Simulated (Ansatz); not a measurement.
# Tc of Lu (P6_3/mmc) from its phonons, part 2 of 2

Wanted: λ, ω_log and Tc of Lu (P6_3/mmc). The cell shown first is a relaxed one, from steps not shown here.

Ansatz 0.2.0; DFT PBE, scalar-relativistic, plane waves, PAW.

So far, coupling constant λ: step 2 (electron–phonon run: q 3×3×3, k 12×12×6, scattering 18×18×12) 0.531; step 3 (k-mesh 18×18×9, scattering mesh 24×24×16) 0.529. Also log mean phonon energy ħω_log (meV): step 2 8.71; step 3 8.71.

**4. Electron–phonon run: q 6×6×3, k 18×18×9, scattering 36×36×20**

The next rung changes the q mesh, which sets the reach of the force constants and couplings; the scattering mesh, which samples the Fermi surface.

input.yaml

```yaml
crystal:
  lattice:
    - [3.5047599188, 0.0, 0.0]
    - [-1.7523799594, 3.0352111238, 0.0]
    - [0.0, 0.0, 5.4630292792]
  atoms:
    - { symbol: Lu, position: [0.3333333333, 0.6666666667, 0.25] }
    - { symbol: Lu, position: [0.6666666667, 0.3333333333, 0.75] }
kpoints:
  mp_grid: { grid: [18, 18, 9] }
hamiltonian:
  xc: pbe
scf:
  occupations: { method: methfessel_paxton, width: 0.2 }
output:
  eigenvalues: true
phonons:
  method: dfpt
  qmesh: [6, 6, 3]
  temperatures: { t_max: 1000, t_step: 50 }
  qpath:
    path:
      - [[0.0, 0.0, 0.0], [0.5, 0.0, 0.0], [0.33333333, 0.33333333, 0.0], [0.0, 0.0, 0.0], [0.0, 0.0, 0.5], [0.5, 0.0, 0.5], [0.33333333, 0.33333333, 0.5], [0.0, 0.0, 0.5]]
      - [[0.5, 0.0, 0.5], [0.5, 0.0, 0.0]]
    npoints: 6
  electrical_resistivity:
    mesh: [36, 36, 20]
    temperatures: [20.0, 50.0, 80.0, 100.0, 150.0, 200.0, 273.0, 300.0, 400.0, 500.0, 600.0, 800.0]
  superconductivity: { mesh: [36, 36, 20] }
```

On the command line:

```
> ansatz run input.yaml --threads 16 --pin off --max-ram 122880MiB --backend cuda --events-out ev --progress --plain --runs-dir out
```

Numbers of over 12 decimals in the logs are rounded to 6 here.

Output:

```text
[...]
Crystal: 2 atoms, lattice volume = 58.114 Å³
Basis set: ecut = 420 eV, 1105 PW (Γ), exchange–correlation on 48×48×80 points (8 copies of the dense FFT grid, shifted against one another)
Bands: 31, of which v1, the nominal top of the filled ones, is band 25 counted from 1 (24 counted from 0)
Symmetry: 24 space group operations
k-points: 185 of 2916
[...]
SCF iter   1: F=—  HF=-29464.853029 eV  |F-HF|=—  |Δ(HF+E_count)|=         —  Δρ=2.07e-3  dr2=1.95e-3  ethr=1.77e-3  ⟨swp⟩=5.2  Hψ=27044  notcnv=0
[...]
SCF iter   2: F=—  HF=-29464.851057 eV  |F-HF|=—  |Δ(HF+E_count)|=   1.97e-3  S|Δr|=    0.00e0  Δρ=1.15e-3  dr2=6.81e-4  ethr=3.90e-6  ⟨swp⟩=3.2  Hψ=16481  notcnv=0  defer=2
[...]
SCF iter  10: F=-29464.850746 eV  HF=-29464.850746 eV  |F-HF|=0.00e0  |Δ(HF+E_count)|=  7.28e-12  S|Δr|=    0.00e0  Δρ=4.32e-8  dr2=9.50e-13  ethr=1.00e-12  ⟨swp⟩=12.2  Hψ=46962  notcnv=0
SCF 1 converged in 10 iterations: F = -29464.850746 eV  dr2 = 9.50e-13
[...]
SCF 2 converged in 10 iterations: F = -29464.850746 eV  dr2 = 9.53e-13
[...]
SCF converged after 10 iterations
[...]
not converged in the mesh (λ_tr; the resistivity at 20 K by 2.58 %; the resistivity at 50 K by 2.40 %; the resistivity at 80 K by 2.50 %; the resistivity at 100 K by 2.52 %; the resistivity at 150 K by 2.48 %; the resistivity at 200 K by 2.39 %; the resistivity at 273 K by 2.25 %; the resistivity at 300 K by 2.21 %; the resistivity at 400 K by 2.10 %; the resistivity at 500 K by 2.05 %; the resistivity at 600 K by  [...]
  vibrations of 108 cells: unjudged by the run; compare a larger repeat
[...]
--- Superconductivity: potentials and phonons of a 6×6×3 supercell ---
           mesh         λ    ħω_log (meV)  μ* declared at (meV)
       36×36×20    0.5227           8.716                9.418
       18×18×10    0.5268           8.715                9.416
          9×9×5    0.5868           8.789                9.481
  λ by the species' shares of the modes' patterns: Lu 0.5227
[...]
0.08      1.886         1.932         1.834         1.832         1.974         1.972          1.972
      0.10      1.458         1.490         1.381         1.380         1.514         1.513          1.513
      0.12      1.085         1.107         1.001         1.001         1.125         1.124          1.124
      0.13      0.920         0.938         0.838         0.838         0.957         0.956          0.956
      0.14      0.771         0.785         0.693         0.693         0.805         0.805          0.805
      0.16      0.517         0.526         0.454         0.454         0.551         0.551          0.551
      0.20      0.182         0.184         0.154         0.155         0.219         0.219          0.219
[...]
vibrations of 108 cells: unjudged by the run; compare a larger repeat
[...]
```

Elapsed: 5.3 min, on 1 × NVIDIA GB200 with 16 threads of Arm Neoverse V2, shared host; peak memory 24 GiB.

Numbers from this step:

```
zero-point energy                    : 0.02970 eV/cell
Debye temperature (second moment)    : 153 K
resistivity at 300 K                 : 46.42 μΩ cm, mean of the axes
coupling constant λ                  : 0.5227
density of states at the Fermi level : 1.663 states/eV a spin and cell
log mean phonon energy ħω_log        : 8.716 meV
transport coupling constant λ_tr     : 0.5866, 0.5866, 0.5819 (xx, yy, zz)
Drude plasma energy                  : 3.46, 3.46, 5.154 eV (xx, yy, zz)
resistivity times mean free path     : 14.47, 14.47, 6.093 × 10⁻¹⁶ Ω m² (xx, yy, zz)
second-moment phonon energy ħω₂      : 9.418 meV
coupling λ by branch                 : 0.137, 0.112, 0.0795, 0.0783, 0.0715, 0.0448 (branches by rank of frequency)
```

Transition temperatures:

```csv
μ*,McMillan Tc (K),Allen–Dynes Tc (K),isotropic Fermi-surface Tc (K),isotropic full bandwidth Tc (K),anisotropic Fermi-surface Tc (K),anisotropic full bandwidth Tc (K),anisotropic narrow window Tc (K)
0.08,1.89,1.93,1.83,1.83,1.97,1.97,1.97
0.1,1.46,1.49,1.38,1.38,1.51,1.51,1.51
0.12,1.08,1.11,1,1,1.12,1.12,1.12
0.13,0.92,0.938,0.838,0.838,0.957,0.956,0.956
0.14,0.771,0.785,0.693,0.693,0.805,0.805,0.805
0.16,0.517,0.526,0.454,0.454,0.551,0.551,0.551
0.2,0.182,0.184,0.154,0.155,0.219,0.219,0.219
```

The Eliashberg function α²F has structure finer than the step of the table below, so its rows give means over 0.5 meV, whole bins alone (the curve runs from 0.059 to 15.0 meV). Peaks (meV: height): α²F 6.90: 0.541, 10.79: 0.337, 12.44: 0.640; α²F tr 6.90: 0.680, 10.79: 0.388, 12.44: 0.827.

Eliashberg function α²F against phonon energy; means over each step:

```csv
phonon energy (meV),α²F,α²F tr
0.5,4.2e-5,0
1.0,4.1e-4,3.8e-5
1.5,0.00106,1.9e-4
2.0,0.00198,5.5e-4
2.5,0.00343,0.00122
3.0,0.00598,0.00278
3.5,0.0101,0.00538
4.0,0.0156,0.00912
4.5,0.0223,0.0145
5.0,0.0315,0.0224
5.5,0.0456,0.0353
6.0,0.0716,0.0618
6.5,0.188,0.212
7.0,0.454,0.571
7.5,0.383,0.462
8.0,0.281,0.336
8.5,0.263,0.281
9.0,0.254,0.242
9.5,0.288,0.303
10.0,0.318,0.365
10.5,0.317,0.381
11.0,0.294,0.335
11.5,0.275,0.315
12.0,0.272,0.314
12.5,0.478,0.597
13.0,0.273,0.323
13.5,0.126,0.145
14.0,0.0447,0.0440
14.5,0.0229,0.0209
```

Anisotropic full-bandwidth solution, weighted at the Fermi level. Gaps:

```csv
mu*,T (K),mean gap (meV),5 % (meV),95 % (meV),mean Z
0.1,0.378,0.222,0.179,0.283,1.52
0.1,0.756,0.212,0.17,0.27,1.52
0.1,1.13,0.17,0.137,0.218,1.52
0.1,1.36,0.115,0.0923,0.148,1.52
0.13,0.239,0.138,0.108,0.182,1.52
0.13,0.478,0.131,0.102,0.174,1.52
0.13,0.717,0.105,0.0818,0.14,1.52
0.13,0.86,0.071,0.0551,0.0947,1.52
0.16,0.138,0.0782,0.0583,0.108,1.52
0.16,0.276,0.0741,0.0552,0.102,1.52
0.16,0.414,0.0592,0.044,0.0822,1.52
0.16,0.496,0.0398,0.0295,0.0555,1.52
```

dTc/da2F against phonon energy:

```csv
phonon energy (meV),dTc/da2F (K/meV)
0.5,-
1.0,5.67
1.5,5.08
2.0,4.54
2.5,4.10
3.0,3.72
3.5,3.41
4.0,3.14
4.5,2.92
5.0,2.71
5.5,2.53
6.0,2.38
6.5,2.24
7.0,2.11
7.5,2.01
8.0,1.90
8.5,1.81
9.0,1.72
9.5,1.64
10.0,1.57
10.5,1.50
11.0,1.44
11.5,1.38
12.0,1.33
12.5,1.27
13.0,1.23
13.5,1.19
14.0,1.15
14.5,1.11
15.0,1.07
```

Table of share of the Fermi-level states by lambda of a state:

```csv
lambda of a state,share of the Fermi-level states
0.404,0.0019
0.417,0.0342
0.431,0.148
0.444,0.048
0.458,0.051
0.471,0.0338
0.484,0.0631
0.498,0.0748
0.511,0.0523
0.525,0.0617
0.538,0.0554
0.552,0.0604
0.565,0.0546
0.578,0.0411
0.592,0.0401
0.605,0.0311
0.619,0.0213
0.632,0.0252
0.646,0.0348
0.659,0.0374
0.672,0.0262
0.686,0.0029
0.699,5.0e-4
0.713,0
```

**5. What came out**

| Item | Value |
| --- | --- |
| meshes | q 6×6×3, k 18×18×9, scattering 36×36×20 |
| coupling constant λ | 0.523 |
| log mean phonon energy ħω_log | 8.72 meV |
| Allen–Dynes Tc at μ* = 0.1 | 1.49 K |
| Allen–Dynes Tc at μ* = 0.13 | 0.938 K |
| anisotropic Eliashberg Tc at μ* = 0.1 | 1.51 K |
| anisotropic Eliashberg Tc at μ* = 0.13 | 0.956 K |

In words: In the last run (PBE, q 6×6×3, k 18×18×9, scattering 36×36×20), with λ = 0.52 and ħω_log = 8.72 meV, Tc at μ* = 0.13 is 0.92 K by McMillan's formula, 0.94 K by Allen and Dynes's and 0.96 K by the anisotropic Eliashberg equations. Raising μ* from 0.10 to 0.16 lowers the Allen–Dynes value from 1.5 to 0.53 K. The mean gap at a quarter of Tc gives 2Δ/k_B Tc = 3.35, against 3.53 in weak-coupling theory. The gap spreads from 0.11 to 0.18 meV over nine tenths of the Fermi surface. The run's transport test calls it not converged in the mesh; ρ(300 K) moves by 2 % in the component that moves most. Over the runs, λ takes the values 0.531, 0.529 and 0.523, in the order shown. μ* is a typed number, phonons are harmonic, and spin fluctuations are left out; at μ* = 0.13 McMillan's formula turns 1 % in λ into about 4.6 % in Tc.

[Logs are printed without paths, hosts, clocks, repeated set-up lines and the standing remarks that a program may print on its own settings, such as how far it seeks lower states.]

[Hosts, paths, dates, database ids (printed as entryN), source tags and the programs' standing remarks are cut or masked in the printed files.]
